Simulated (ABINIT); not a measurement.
An input for ABINIT 10.8.3 (TlIO3 (R3m)):

```
acell 3*1.0 Angstrom
rprim 
  3.150792580489 1.819110944506 2.655433585300
  -3.150792580489 1.819110944506 2.655433585300
  0.000000000000 -3.638221889012 2.655433585300
ntypat 3
znucl 81 53 8
natom 5
typat 1 2 3 3 3
xred 
  0.008750850000 0.008750850000 0.008750850000
  0.501867330000 0.501867330000 0.501867330000
  0.903287650000 0.461897090000 0.461897090000
  0.461897090000 0.903287650000 0.461897090000
  0.461897090000 0.461897090000 0.903287650000
pp_dirpath "pseudos"
pseudos "Tl.upf, I.upf, O.upf"
ecut 36
ngkpt 2 2 2
nshiftk 1
shiftk 0 0 0
kptopt 1
chksymbreak 0
iscf -2
irdden 1
istwfk *1
nband 95
nbdbuf 8
tolwfr 1e-09
nstep 60
prtvol 0
indata_prefix "in"
outdata_prefix "out"
tmpdata_prefix "tmp"
```

```sh
OMP_NUM_THREADS=1 mpirun -n 4 abinit run.abi > log
```

**Question.** Estimate wall time and host memory on 4 MPI ranks of AMD EPYC 7R13 (Zen 3), shared host.

It took 18 s; on shared hardware allow 9.2 s to 37 s. Peak host memory was 0.37 GiB.

[Paths, hosts, dates, memory and timing lines, banners, echoed tables and standing remarks are left out of the program output.]

[Logs are printed without paths, hosts, clocks, repeated set-up lines and the standing remarks that a program may print on its own settings, such as how far it seeks lower states.]

[Runs of the session that timed out or met a known fault of the program may be left out.]

[Hosts, paths, dates, database ids (printed as entryN), source tags and the programs' standing remarks are cut or masked in the printed files.]

[G0W0 gaps are taken among the corrected bands and points alone; a level outside them can change the order at an edge.]

[Where Ansatz stands beside ABINIT at settings called matched, ABINIT's density can come from a denser mesh and the files from another edition; pairs whose starting gaps differed by over 0.03 eV were left out, so agreement reads better than it is.]
